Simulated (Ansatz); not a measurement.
# CdWO4 (P2/c): given cell or relaxed cell?, part 2 of 2

How far does the choice of cell move the gap? The case is CdWO4 (P2/c).

Ansatz 0.2.0; LDA, HSE06 and G0W0, plane waves, PAW. Known limits of the many-body steps: not at the basis limit; d shell near the gap, gap tends to lie low; no spin-orbit coupling; coarse k mesh.

So far. Step 2 (LDA bands at the given cell): The gap is indirect, with the least direct gap 0.02 eV higher. The pressure of -6 GPa says that this functional would shrink the cell; it is kept. Step 4 (LDA at the relaxed cell): The gap is indirect, with the least direct gap 0.03 eV higher.

## Step 5: HSE06 at the relaxed cell

The screened hybrid is the usual rung above semilocal functionals: a quarter of exact exchange, cut off beyond a few ångström.

This step: DFT, HSE06, plane waves, PAW.

Contents of input.yaml:

```yaml
crystal:
  lattice:
    - [4.9554176854, 0.0, 0.0145933223]
    - [0.0, 5.8129431553, 0.0]
    - [-0.1140434361, 0.0, 5.012920004]
  atoms:
    - { symbol: Cd, position: [0.5, 0.6893760992, 0.25] }
    - { symbol: Cd, position: [0.5, 0.3106239008, 0.75] }
    - { symbol: W, position: [0.0, 0.1774776711, 0.25] }
    - { symbol: W, position: [0.0, 0.8225223289, 0.75] }
    - { symbol: O, position: [0.2024847845, 0.0961950357, 0.9456919295] }
    - { symbol: O, position: [0.7975152155, 0.0961950357, 0.5543080705] }
    - { symbol: O, position: [0.7975152155, 0.9038049643, 0.0543080705] }
    - { symbol: O, position: [0.2024847845, 0.9038049643, 0.4456919295] }
    - { symbol: O, position: [0.2454750888, 0.3717342137, 0.3855711706] }
    - { symbol: O, position: [0.7545249112, 0.3717342137, 0.1144288294] }
    - { symbol: O, position: [0.7545249112, 0.6282657863, 0.6144288294] }
    - { symbol: O, position: [0.2454750888, 0.6282657863, 0.8855711706] }
kpoints:
  mp_grid: { grid: [4, 4, 4] }
  band_path:
    path:
      - [0.0, 0.0, 0.0]
      - [0.0, 0.5, 0.0]
      - [0.0, 0.5, 0.5]
      - [0.0, 0.0, 0.5]
      - [-0.5, 0.0, 0.5]
      - [-0.5, 0.5, 0.5]
      - [-0.5, 0.5, 0.0]
      - [-0.5, 0.0, 0.0]
      - [0.1666666667, -0.5, -0.5]
      - [0.0, -0.5, 0.1666666667]
    npoints: 1
hamiltonian:
  xc: hse06
scf:
  occupations: { method: fixed }
  n_extra_bands: 8
output:
  eigenvalues: true
```

Launch:

```console
> ansatz run input.yaml --threads 4 --pin off --max-ram 18432MiB --backend cpu --events-out ev --progress --plain --runs-dir out
```

Numbers of over 12 decimals in the logs are rounded to 6 here.

The program printed:

```text
[...]
davidson cushion auto → on  (no smearing: the cushion is to keep the highest requested band from converging to the state above it; pin scf.eigensolver.cushion to override)
Crystal: 12 atoms, lattice volume = 144.410 Å³
Basis set: ecut = 420 eV, 2827 PW (Γ)
Bands: 66, of which v1, the nominal top of the filled ones, is band 58 counted from 1 (57 counted from 0)
Symmetry: 4 space group operations
[...]
k-points: 30 of 64
[...]
Fermi energy:    8.740611 eV
[...]
--- Band table (eV; the first three rows and the last of 30) ---
  k-point 0: bands = [... 54 lower, 7.8711, 8.0517, 8.2622, 8.4905, 13.5755, 14.0586, 14.0777, 14.1448, ... 4 higher]
  k-point 1: bands = [... 54 lower, 7.8623, 8.1635, 8.3893, 8.6912, 13.7347, 13.8157, 13.9717, 14.0033, ... 4 higher]
  k-point 2: bands = [... 54 lower, 8.0313, 8.0313, 8.6262, 8.6262, 13.8053, 13.8053, 14.0770, 14.0770, ... 4 higher]
  k-point 29: bands = [... 54 lower, 7.7474, 7.7474, 8.2032, 8.2032, 13.8925, 13.8925, 14.3118, 14.3118, ... 4 higher]
[key lines of the parts left out:]
Free energy (F): -41827.538534 eV
```

It took 3.3 min on 4 threads of Arm Neoverse V1, shared host; peak memory 5.1 GiB.

Numbers from this step:

- gap: 4.474 eV
- valence top at: k = (0.167, -0.500, -0.500)
- conduction bottom at: k = (0.000, -0.500, 0.167)
- least direct gap: 4.512 eV

The gap stands +1.53 eV against LDA.

## Step 6: G0W0 at the relaxed cell

G0W0 replaces the xc potential by the self-energy, built once from these orbitals. Only a window of levels is corrected, while the sums run over the empty bands that the input names.

This step: G0W0 on LDA, plane waves, PAW.

Changes to input.yaml since step 5:

```diff
@@ -19,22 +19,12 @@
 kpoints:
-  mp_grid: { grid: [4, 4, 4] }
-  band_path:
-    path:
-      - [0.0, 0.0, 0.0]
-      - [0.0, 0.5, 0.0]
-      - [0.0, 0.5, 0.5]
-      - [0.0, 0.0, 0.5]
-      - [-0.5, 0.0, 0.5]
-      - [-0.5, 0.5, 0.5]
-      - [-0.5, 0.5, 0.0]
-      - [-0.5, 0.0, 0.0]
-      - [0.1666666667, -0.5, -0.5]
-      - [0.0, -0.5, 0.1666666667]
-    npoints: 1
+  mp_grid: { grid: [4, 2, 4] }
 hamiltonian:
-  xc: hse06
+  xc: lda
 scf:
   occupations: { method: fixed }
-  n_extra_bands: 8
-output:
-  eigenvalues: true
+gw:
+  n_empty_bands: 308
+  ecut_chi: 96
+  qp_bands: [v4, c4]
+  qp_kpoints: band_edges
+  screening: { model: contour_deformation }
```

The program printed:

```text
[...]
Crystal: 12 atoms, lattice volume = 144.410 Å³
Basis set: ecut = 420 eV, 2827 PW (Γ)
Bands: 70, of which v1, the nominal top of the filled ones, is band 58 counted from 1 (57 counted from 0)
Symmetry: 4 space group operations
[...]
k-points: 20 of 32
[...]
0    62     13.3225   -16.5128    -4.2851   -22.2151  0.7703    14.7727    14.7397  root
[...]
19    59     13.0787   -16.0806    -4.3514   -21.7897  0.7759    14.4652    14.4364  root
    19    60     13.0787   -16.0806    -4.3514   -21.7897  0.7759    14.4652    14.4364  root
    19    61     13.4237   -15.8173    -4.3383   -21.4973  0.7794    14.7935    14.7653  root
    19    62     13.4237   -15.8173    -4.3383   -21.4973  0.7794    14.7935    14.7653  root
[key lines of the parts left out:]
SCF converged after 8 iterations
Free energy (F): -40940.136911 eV
Fermi energy:    9.439648 eV
```

Wall time 6.5 min (4 threads); peak memory 1.5 GiB; 26 min of CPU time.

Numbers from this step:

```
bands summed                                 : 366
RPA ε∞ on this mesh (eigenvalues)            : 4.859, 5.092, 5.394
plane waves in the screening matrix          : 303
G0W0 gap on the mesh                         : 4.460 eV
k of the valence top                         : 0, -0.5, 0
k of the conduction bottom                   : 0, -0.5, 0
starting gap on the mesh                     : 2.972 eV
least direct G0W0 gap on the computed points : 4.460 eV
```

The gap on the mesh goes from 2.97 eV to 4.46 eV, a correction of +1.49 eV. Between the two edge states, bare exchange in place of the xc potential would open the gap by 10.37 eV, and correlation takes back 8.89 eV. The start differs from the 2.94 eV found before because this mesh misses an edge.

## Step 7: G0W0 at the given cell

Contents of input.yaml:

```yaml
crystal:
  lattice:
    - [5.04, 0.0, 0.0]
    - [0.0, 5.8701, 0.0]
    - [-0.1309573182, 0.0, 5.0824131071]
  atoms:
    - { symbol: Cd, position: [0.5, 0.69729, 0.25] }
    - { symbol: Cd, position: [0.5, 0.30271, 0.75] }
    - { symbol: W, position: [0.0, 0.17855, 0.25] }
    - { symbol: W, position: [0.0, 0.82145, 0.75] }
    - { symbol: O, position: [0.2018, 0.0955, 0.9504] }
    - { symbol: O, position: [0.7982, 0.0955, 0.5496] }
    - { symbol: O, position: [0.7982, 0.9045, 0.0496] }
    - { symbol: O, position: [0.2018, 0.9045, 0.4504] }
    - { symbol: O, position: [0.242, 0.3703, 0.3839] }
    - { symbol: O, position: [0.758, 0.3703, 0.1161] }
    - { symbol: O, position: [0.758, 0.6297, 0.6161] }
    - { symbol: O, position: [0.242, 0.6297, 0.8839] }
kpoints:
  mp_grid: { grid: [4, 2, 4] }
hamiltonian:
  xc: lda
scf:
  occupations: { method: fixed }
gw:
  n_empty_bands: 321
  ecut_chi: 96
  qp_bands: [v4, c4]
  qp_kpoints: band_edges
  screening: { model: contour_deformation }
```

The program printed:

```text
[...]
Crystal: 12 atoms, lattice volume = 150.365 Å³
Basis set: ecut = 420 eV, 2943 PW (Γ)
Bands: 70, of which v1, the nominal top of the filled ones, is band 58 counted from 1 (57 counted from 0)
Symmetry: 4 space group operations
[...]
k-points: 20 of 32
[...]
0    62     12.6949   -16.4518    -4.2970   -22.1633  0.7673    14.1436    14.1095  root
[...]
19    59     12.4191   -16.0262    -4.3300   -21.7078  0.7728    13.8001    13.7707  root
    19    60     12.4191   -16.0262    -4.3300   -21.7078  0.7728    13.8001    13.7707  root
    19    61     12.6578   -15.2865    -4.3539   -20.9702  0.7809    14.0147    13.9876  root
    19    62     12.6578   -15.2865    -4.3539   -20.9702  0.7809    14.0147    13.9876  root
[key lines of the parts left out:]
SCF converged after 8 iterations
Free energy (F): -40940.003535 eV
Fermi energy:    8.722883 eV
```

Run time: 7 min. Hardware: 4 threads; peak memory 1.6 GiB; 27 min of CPU time.

Numbers from this step:

| Quantity | Value |
| --- | --- |
| bands summed | 379 |
| RPA ε∞ on this mesh (eigenvalues) | 4.721, 5.057, 5.273 |
| plane waves in the screening matrix | 313 |
| G0W0 gap on the mesh | 4.449 eV |
| k of the valence top | 0, -0.5, 0 |
| k of the conduction bottom | 0, -0.5, 0 |
| starting gap on the mesh | 2.974 eV |
| least direct G0W0 gap on the computed points | 4.449 eV |

The gap on the mesh goes from 2.97 eV to 4.45 eV, a correction of +1.47 eV. Between the two edge states, bare exchange in place of the xc potential would open the gap by 10.37 eV, and correlation takes back 8.89 eV. The start differs from the 2.95 eV found before because this mesh misses an edge.

## Step 8: Together

G0W0 rows are gaps on the mesh, lowered by the amount that the mesh misses the start's edges, a rough step that assumes the same correction there.

```tsv
level	given cell (eV)	relaxed cell (eV)	change (eV)
LDA	2.95	2.94	−0.01
HSE06	-	4.47	-
G0W0@LDA	4.43	4.43	+0.003
```

## Step 9: Summary of results

```yaml
volume_change: −4.0 %
lda_given_cell: 2.95 eV
lda_relaxed_cell: 2.94 eV
hse06_relaxed_cell: 4.47 eV
g0w0_lda_relaxed_cell: 4.43 eV
g0w0_lda_given_cell: 4.43 eV
known_limits: not at the basis limit; d shell near the gap, gap tends to lie low; no spin-orbit coupling; coarse k mesh
```

What this shows: Relaxation changes the volume by −4.0 % and the gap by −0.01 eV (LDA) and +0.003 eV (G0W0@LDA). Bands and cutoff are finite, so the gap is not at the basis limit. The miss can reach some tenths of an eV and take either sign; the mesh is an error of its own. The 4×2×4 mesh is coarse for this cell (its supercell is 12 Å along the shortest edge). The RPA ε∞ on it, from the LDA start, is 4.72, 5.06 and 5.27; such meshes misread the long-range screening, most where the gap is narrow. A d shell, filled or nearly so, lies near the gap. One-shot GW converges very slowly in bands there, not always from below, and on a semilocal start the gap tends to come out low; starts rich in exact exchange can overshoot instead. The many-body steps are scalar-relativistic: spin-orbit coupling is not in them.

[Paths, hosts, dates, memory and timing lines, banners, echoed tables and standing remarks are left out of the program output.]

[Logs are printed without paths, hosts, clocks, repeated set-up lines and the standing remarks that a program may print on its own settings, such as how far it seeks lower states.]

[Runs of the session that timed out or met a known fault of the program may be left out.]

[Cells called generated may have been cut or substituted from an entry of the Crystallography Open Database or the Materials Project.]

[Hosts, paths, dates, database ids (printed as entryN), source tags and the programs' standing remarks are cut or masked in the printed files.]
